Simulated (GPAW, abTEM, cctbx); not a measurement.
## SrCdPF: the scripts behind a bonding study

Short scripts, each with its output. The start was made by putting kin elements into a known structure type; the compound need not exist, or be stable, in this form.

## Step 1: Relax the structure

```text
cell
1.0
     4.332000000    0.000000000    0.000000000
     0.000000000    4.332000000    0.000000000
     0.000000000    0.000000000    9.430000000
Cd Sr P F
2 2 2 2
Direct
0.000000000 0.000000000 0.500000000
0.500000000 0.500000000 0.500000000
0.500000000 0.000000000 0.153500000
0.000000000 0.500000000 0.846500000
0.500000000 0.000000000 0.658400000
0.000000000 0.500000000 0.341600000
0.000000000 0.000000000 0.000000000
0.500000000 0.500000000 0.000000000
```

```python
from ase.constraints import FixSymmetry
from ase.filters import FrechetCellFilter
from ase.io import read, write
from ase.optimize import BFGS
from ase.parallel import parprint
from gpaw import GPAW, PW, FermiDirac

atoms = read("start.vasp")
atoms.set_constraint(FixSymmetry(atoms))
atoms.calc = GPAW(mode=PW(900), xc="PBE", kpts={"size": (5, 5, 2), "gamma": True},
                 occupations=FermiDirac(0.1), maxiter=120, symmetry={"tolerance": 1e-5}, txt="relax.txt")
BFGS(FrechetCellFilter(atoms), maxstep=0.15).run(fmax=0.03, steps=40)
parprint("cell  %.4f %.4f %.4f  %.2f %.2f %.2f" % tuple(atoms.cell.cellpar()))
parprint("volume %.3f A^3, largest force %.3f eV/A, largest stress %.2f GPa" % (atoms.get_volume(), abs(atoms.get_forces()).max(), 160.218 * abs(atoms.get_stress()).max()))
atoms.set_constraint()
write("relaxed.vasp", atoms, direct=True)
```

```console
$ OMP_NUM_THREADS=1 mpirun -n 4 gpaw python run.py > gpaw.log
```

```text
      Step        Energy          fmax
BFGS:    0      -33.694566        1.348933
BFGS:    1      -33.747555        1.204942
BFGS:    2      -33.985440        0.386058
BFGS:    3      -34.003169        0.384533
BFGS:    4      -34.011127        0.382183
BFGS:    5      -34.032398        0.317652
BFGS:    6      -34.047104        0.225939
BFGS:    7      -34.055189        0.264868
BFGS:    8      -34.058033        0.226770
BFGS:    9      -34.060737        0.158435
BFGS:   10      -34.063511        0.108884
BFGS:   11      -34.064514        0.051968
BFGS:   12      -34.064365        0.039839
BFGS:   13      -34.064392        0.040891
BFGS:   14      -34.064301        0.040437
BFGS:   15      -34.064408        0.038835
BFGS:   16      -34.064627        0.041492
BFGS:   17      -34.065080        0.040666
BFGS:   18      -34.065526        0.018914
cell  4.2410 4.2410 9.1432  90.00 90.00 90.00
volume 164.450 A^3, largest force 0.020 eV/A, largest stress 0.02 GPa
```

Time: 6.9 min on 4 cores of Arm Neoverse V2 (shared host), peak memory 1.9 GiB.

## Step 2: Build the all-electron density and subtract free atoms

```text
cell
1.0
     4.240988310    0.000000000    0.000000000
     0.000000000    4.240988310    0.000000000
     0.000000000    0.000000000    9.143240910
Cd Sr P F
2 2 2 2
Direct
0.000000000 0.000000000 0.500000000
0.500000000 0.500000000 0.500000000
0.500000000 0.000000000 0.148792120
0.000000000 0.500000000 0.851207880
0.500000000 0.000000000 0.684251330
0.000000000 0.500000000 0.315748670
0.000000000 0.000000000 0.000000000
0.500000000 0.500000000 0.000000000
```

```python
import numpy as np
from ase.io import read
from ase.units import Bohr
from gpaw import GPAW, PW, FermiDirac
from gpaw.calculator import GPAW as OldGPAW
from gpaw.mpi import serial_comm, world
from scipy.special import erfc
from scipy.spatial import cKDTree

atoms = read("cell.vasp")
atoms.calc = GPAW(mode=PW(550), xc="PBE", kpts={"size": (6, 6, 3), "gamma": True},
                 occupations=FermiDirac(0.1), maxiter=120, symmetry={"tolerance": 1e-5}, txt="scf.txt")
atoms.get_potential_energy()
rho = atoms.calc.get_all_electron_density(gridrefinement=2)
moments = atoms.get_magnetic_moments() if atoms.calc.get_number_of_spins() == 2 else np.zeros(len(atoms))
total = atoms.get_magnetic_moment() if moments.any() else 0.0
if world.rank == 0:
    free = OldGPAW(mode=PW(550), xc="PBE", txt=None, communicator=serial_comm)
    neutral = atoms.copy()
    neutral.set_initial_magnetic_moments(None)
    free.initialize(neutral)
    free.set_positions(neutral)
    drho = rho - free.get_all_electron_density(gridrefinement=2)
    # GPAW starts from confined atoms: exchange their smooth part for that of the datasets' free atoms
    h = np.stack(np.meshgrid(*[np.fft.fftfreq(n, 1 / n) for n in drho.shape], indexing="ij"), -1)
    gabs = np.linalg.norm(h @ atoms.cell.reciprocal(), axis=-1)
    tails = np.fft.fftn(free.get_pseudo_density(gridrefinement=2))
    g, form, v0 = np.linspace(0, gabs.max(), 1500), {}, 0
    for e in set(atoms.symbols):
        idx = atoms.symbols.search(e)
        d = free.setups[idx[0]].data
        r, w = d.rgd.r_g * Bohr, d.rgd.r_g**2 * d.rgd.dr_g
        j0 = np.sinc(2 * g[:, None] * r)
        smooth = sum(f * p**2 for f, p in zip(d.f_j, d.phit_jg)) + np.sqrt(4 * np.pi) * d.nct_g
        full = sum(f * p**2 for f, p in zip(d.f_j, d.phi_jg)) + np.sqrt(4 * np.pi) * d.nc_g
        phase = sum(np.exp(-2j * np.pi * h @ s) for s in atoms.get_scaled_positions()[idx])
        tails -= np.interp(gabs, g, j0 @ (smooth * w)) * phase * drho.size / atoms.get_volume()
        form[e] = j0 @ (full * w)
        v0 += 2 * np.pi / 3 * 14.3996 * (full * w * r**2).sum() * len(idx)  # V A^3
    tails *= 0.5 * erfc((gabs - 1.8) / 0.25)  # the tails differ at long wavelengths alone
    drho += np.fft.ifftn(tails).real  # crystal minus superposed spherical free atoms
    np.save("drho.npy", drho)
    dv = atoms.get_volume() / drho.size
    print("grid", drho.shape, " electrons %.3f" % (rho.sum() * dv), " moved by bonding %.3f e" % (abs(drho).sum() * dv / 2))
    pts = np.indices(drho.shape).reshape(3, -1).T / drho.shape @ atoms.cell
    shifts = (np.indices((3, 3, 3)).reshape(3, -1).T - 1) @ atoms.cell
    images = (atoms.positions[None] + shifts[:, None]).reshape(-1, 3)
    dist, idx = cKDTree(images).query(pts, k=4)
    out = drho.ravel()[dist[:, 0] > 0.5]
    print("deformation density beyond 0.5 A of the nuclei: max %.3f, min %.3f e/A^3" % (out.max(), out.min()))
    tie = dist < dist[:, :1] + 1e-4
    q = -np.bincount((idx % len(atoms))[tie], (drho.ravel()[:, None] / tie.sum(1, keepdims=True) * tie)[tie], len(atoms)) * dv
    print("atom        x       y       z   Voronoi charge  moment")
    for a, s, c, m in zip(atoms, atoms.get_scaled_positions(), q, moments):
        print("%-2s%-3d %7.4f %7.4f %7.4f %10.3f %10.2f" % (a.symbol, a.index + 1, *s, c, m))
    np.savez("free.npz", g=g, **form)
    print("mean inner potential of superposed free atoms %.3f V" % (v0 / atoms.get_volume()))
    print("total magnetic moment %.3f muB" % total)
```

```console
$ OMP_NUM_THREADS=1 mpirun -n 4 gpaw python run.py > gpaw.log
```

```text
grid (48, 48, 100)  electrons 220.000  moved by bonding 1.828 e
deformation density beyond 0.5 A of the nuclei: max 0.163, min -0.082 e/A^3
atom        x       y       z   Voronoi charge  moment
Cd1    0.0000  0.0000  0.5000      0.260       0.00
Cd2    0.5000  0.5000  0.5000      0.260       0.00
Sr3    0.5000  0.0000  0.1488      0.226       0.00
Sr4    0.0000  0.5000  0.8512      0.226       0.00
P 5    0.5000  0.0000  0.6843     -0.375       0.00
P 6    0.0000  0.5000  0.3157     -0.375       0.00
F 7    0.0000  0.0000  0.0000     -0.111       0.00
F 8    0.5000  0.5000  0.0000     -0.111       0.00
mean inner potential of superposed free atoms 16.648 V
total magnetic moment 0.000 muB
```

Time: 24 s.

## Step 3: Fourier-transform the difference

```python
from cctbx import adptbx, crystal, miller, xray
from cctbx.eltbx import tiny_pse
import numpy as np

cs = crystal.symmetry(unit_cell=(4.241, 4.241, 9.1432, 90, 90, 90), space_group_symbol='Hall: P 4ab 2ab -1ab')  # P4/nmm
atoms = [  # label, site, U (iso, or U11 U22 U33 U12 U13 U23 in A^2), occupancy
    ("Cd1", (0, 0, 0.5), 0.0000, 1),
    ("Sr1", (0.5, 0, 0.14879), 0.0000, 1),
    ("P1", (0.5, 0, 0.68425), 0.0000, 1),
    ("F1", (0, 0, 0), 0.0000, 1),
]
xs = xray.structure(crystal_symmetry=cs)
for label, site, u, occ in atoms:
    u = adptbx.u_cif_as_u_star(cs.unit_cell(), u) if isinstance(u, tuple) else u
    xs.add_scatterer(xray.scatterer(label, site=site, u=u, occupancy=occ))
xs.scattering_type_registry(table="wk1995")
drho = np.load("drho.npy")
T = np.array([[1, 0, 0], [0, 1, 0], [0, 0, 1]])  # conventional axes in terms of the primitive ones
dF = np.fft.ifftn(drho) * 164.45017  # electrons a conventional cell, indexed by primitive hkl
ms = miller.build_set(cs, anomalous_flag=False, d_min=0.9).sort("resolution")
iam = ms.structure_factors_from_scatterers(xs, algorithm="direct").f_calc()
p1 = xs.expand_to_p1()
z = np.array([tiny_pse.table(sc.scattering_type).atomic_number() for sc in p1.scatterers()])
x = np.array(p1.sites_frac())
free = np.load("free.npz")
print("static structure factors of the conventional cell: F in electrons, V (Mott-Bethe) in volts")
print("   h  k  l      d  |F| table  |F| free   |F| DFT   change   |V| free  |V| DFT  change %")
for h, d, table in list(zip(ms.indices(), ms.d_spacings().data(), iam.data()))[:16]:
    df = dF[tuple(np.rint(np.linalg.solve(T, h)).astype(int))]
    phase = np.exp(2j * np.pi * x @ h)
    f = sum(np.interp(1 / d, free["g"], free[sc.scattering_type]) * p for sc, p in zip(p1.scatterers(), phase))
    fz = (z * phase).sum()
    c = 14.3996 * d * d / (np.pi * cs.unit_cell().volume())
    v0, v1 = abs(fz - f) * c, abs(fz - f - df) * c
    print("%4d%3d%3d %7.4f %9.3f %9.3f %9.3f %8.3f %9.3f %8.3f %8s" % (h + (d, abs(table), abs(f), abs(f + df), abs(f + df) - abs(f), v0, v1, "%.1f" % (100 * (v1 / v0 - 1)) if v0 > 0.02 else "-")))
```

```console
$ python run.py
```

```text
static structure factors of the conventional cell: F in electrons, V (Mott-Bethe) in volts
   h  k  l      d  |F| table  |F| free   |F| DFT   change   |V| free  |V| DFT  change %
   0  0  1  9.1432    44.307    44.326    44.095   -0.231     1.352    1.889     39.7
   0  0  2  4.5716    67.470    67.428    67.298   -0.130     2.248    2.324      3.4
   1  0  1  3.8473    30.793    30.845    30.483   -0.361     1.165    1.314     12.8
   1  0  2  3.1092    77.222    77.277    77.666    0.389     4.692    4.587     -2.2
   0  0  3  3.0477   105.824   105.863   104.967   -0.895     4.012    4.244      5.8
   1  1  0  2.9988    11.221    11.044    11.151    0.107     0.763    0.790      3.5
   1  1  1  2.8495    94.650    94.672    93.962   -0.710     3.716    3.877      4.3
   1  1  2  2.5075   123.073   122.914   123.342    0.428     5.923    5.848     -1.3
   1  0  3  2.4749    26.472    26.475    26.529    0.054     1.437    1.427     -0.6
   0  0  4  2.2858    38.522    38.353    38.694    0.341     1.512    1.463     -3.3
   1  1  3  2.1376    25.924    25.951    25.270   -0.681     1.107    1.193      7.8
   2  0  0  2.1205   161.945   161.751   161.832    0.082     7.300    7.290     -0.1
   2  0  1  2.0657    35.052    35.041    34.520   -0.521     1.173    1.235      5.3
   1  0  4  2.0121    50.114    50.131    50.010   -0.120     2.545    2.558      0.5
   2  0  2  1.9236    53.647    53.447    53.758    0.311     1.840    1.808     -1.7
   2  1  1  1.8571    27.045    27.021    27.195    0.174     0.639    0.622     -2.6
```

Time: 0.27 s on 1 core of Arm Neoverse V2 (shared host), peak memory 0.08 GiB.

## Step 4: Rock the beam across one reflection

```python
import abtem
import numpy as np
from ase.build import make_supercell
from ase.io import read

abtem.config.set({"dask.lazy": False, "fft": "fftw", "diagnostics.progress_bar": False})
M = [[0, 1, 0], [0, 0, 1], [1, 0, 0]]  # rows: x, y and beam direction in the primitive cell's axes
unit = make_supercell(read("cell.vasp"), M)
unit.set_cell(list(unit.cell.lengths()) + [90, 90, 90], scale_atoms=True)
unit.positions[:, 2] += 1.0602  # keeps atomic planes off the slice boundaries
unit.wrap()
slab = unit * (1, 1, 164)
print(slab.get_chemical_formula(), "| box %.2f x %.2f x %.2f A" % tuple(slab.cell.lengths()))

# change of the potential by bonding, from the DFT deformation density (Poisson's equation term by term)
drho = np.load("drho.npy")
prim = read("cell.vasp")
h = np.stack(np.meshgrid(*[np.fft.fftfreq(n, 1 / n) for n in drho.shape], indexing="ij"), -1).reshape(-1, 3).astype(int)
g2 = ((h @ prim.cell.reciprocal()) ** 2).sum(1)
keep = (g2 > 0) & (g2 < 2.5**2)
shape = (95, 204, 26)
vg = np.zeros(shape, complex)
hm = h[keep] @ np.array(M).T
move = np.exp(-2j * np.pi * hm[:, 2] * (1.0602 / unit.cell[2, 2] - 0.5 / shape[2]))  # the same shift, sampled at mid-points
vg[tuple(hm.T % np.array(shape)[:, None])] = -14.3996 / np.pi * (np.fft.fftn(drho).ravel() / drho.size)[keep] / g2[keep] * move
dV = np.fft.ifftn(vg).real * vg.size
dV = dV.reshape(95, 204, 2, 13).mean(3) * unit.cell[2, 2] / 2  # V A, projected in each slice
dV = np.tile(dV.transpose(2, 0, 1), (164, 1, 1))


def build(atoms):
    p = abtem.Potential(atoms, gpts=(95, 204), slice_thickness=[slab.cell[2, 2] / 328] * 328,
                        parametrization="lobato", projection="infinite", exit_planes=82).build()
    p.array[:] += BONDING * dV
    return p


def potentials():
    yield build(slab)  # atoms at rest


for label, BONDING in (("IAM", 0.0), ("DFT", 1.0)):
    print("=====", label)
    potential = build(slab)
    print("grid", potential.gpts, "slices", potential.num_slices)
    thickness = potential.exit_thicknesses
    h = np.array(M) @ np.linalg.solve(np.array([[1, 0, 0], [0, 1, 0], [0, 0, 1]]), [0, 0, 1])
    ix, iy = round(h[0]) * 1, round(h[1]) * 1
    gxy = h[:2] / unit.cell.lengths()[:2]
    along = gxy / np.hypot(*gxy)
    across = np.array([-along[1], along[0]])
    bragg = 500 * abtem.PlaneWave(energy=200000).wavelength * np.hypot(*gxy)
    print("Bragg angle %.3f mrad; beam tilted 37 mrad off the zone axis across the row" % bragg)
    print("dark-field intensity of 0 0 1 against tilt along the row, in Bragg angles")
    print("  t (A)" + "".join("%8.2f" % s for s in [0.2, 0.4, 0.6, 0.8, 1.0, 1.2, 1.4, 1.6, 1.8, 2.0, 2.2, 2.4, 2.6]))
    rows = []
    row = [(n * ix, n * iy) for n in range(-8, 9)]
    for s in [0.2, 0.4, 0.6, 0.8, 1.0, 1.2, 1.4, 1.6, 1.8, 2.0, 2.2, 2.4, 2.6]:
        tilt = -s * bragg * along + 37 * across
        dp = abtem.PlaneWave(energy=200000, tilt=tuple(tilt)).multislice(potential).diffraction_patterns(max_angle="valid").array
        rows.append(dp[:, dp.shape[1] // 2 + ix, dp.shape[2] // 2 + iy])
        if s == 1.0:
            cx, cy = dp.shape[1] // 2, dp.shape[2] // 2
            share = sum(dp[:, cx + i, cy + j] for i, j in row if abs(i) < cx and abs(j) < cy) / dp.sum(axis=(1, 2))
            total = dp.sum(axis=(1, 2))
    for t, a in list(zip(thickness, np.array(rows).T))[1:]:
        print("%7.1f" % t + "".join("%8.4f" % v for v in a))
    print("at the Bragg tilt, share in the row:", share[1:].round(3).tolist(), "total:", total[1:].round(3).tolist())
```

```console
$ python run.py
```

```text
Cd328F328P328Sr328 | box 4.24 x 9.14 x 695.52 A
===== IAM
grid (95, 204) slices 328
Bragg angle 1.371 mrad; beam tilted 37 mrad off the zone axis across the row
dark-field intensity of 0 0 1 against tilt along the row, in Bragg angles
  t (A)    0.20    0.40    0.60    0.80    1.00    1.20    1.40    1.60    1.80    2.00    2.20    2.40    2.60
  173.9  0.0543  0.0553  0.0561  0.0567  0.0569  0.0566  0.0560  0.0550  0.0540  0.0528  0.0515  0.0500  0.0484
  347.8  0.1331  0.1465  0.1563  0.1621  0.1637  0.1611  0.1544  0.1440  0.1302  0.1161  0.1023  0.0889  0.0763
  521.6  0.0779  0.0913  0.1034  0.1140  0.1186  0.1133  0.1023  0.0902  0.0771  0.0686  0.0603  0.0532  0.0449
  695.5  0.0676  0.0495  0.0499  0.0567  0.0565  0.0568  0.0500  0.0501  0.0693  0.0913  0.0968  0.0620  0.0400
at the Bragg tilt, share in the row: [0.7059999704360962, 0.5429999828338623, 0.4440000057220459, 0.30000001192092896] total: [0.9950000047683716, 0.9919999837875366, 0.9890000224113464, 0.9860000014305115]
===== DFT
grid (95, 204) slices 328
Bragg angle 1.371 mrad; beam tilted 37 mrad off the zone axis across the row
dark-field intensity of 0 0 1 against tilt along the row, in Bragg angles
  t (A)    0.20    0.40    0.60    0.80    1.00    1.20    1.40    1.60    1.80    2.00    2.20    2.40    2.60
  173.9  0.0572  0.0584  0.0594  0.0600  0.0602  0.0599  0.0592  0.0582  0.0570  0.0556  0.0540  0.0522  0.0503
  347.8  0.1068  0.1199  0.1293  0.1348  0.1364  0.1339  0.1276  0.1176  0.1042  0.0902  0.0765  0.0633  0.0509
  521.6  0.0555  0.0688  0.0827  0.0954  0.1010  0.0947  0.0816  0.0678  0.0547  0.0465  0.0397  0.0336  0.0274
  695.5  0.1001  0.0719  0.0665  0.0723  0.0709  0.0720  0.0662  0.0723  0.1017  0.1260  0.1238  0.0729  0.0407
at the Bragg tilt, share in the row: [0.7039999961853027, 0.5379999876022339, 0.45399999618530273, 0.3050000071525574] total: [0.9950000047683716, 0.9919999837875366, 0.9879999756813049, 0.9850000143051147]
```

Time: 22 s.

[Outputs are excerpts: Python notices, other lines and further rows are left out; steps that failed or that the build refused (PBEsol, TPSS) are not shown.]

[Logs are printed without paths, hosts, clocks, repeated set-up lines and the standing remarks that a program may print on its own settings, such as how far it seeks lower states.]
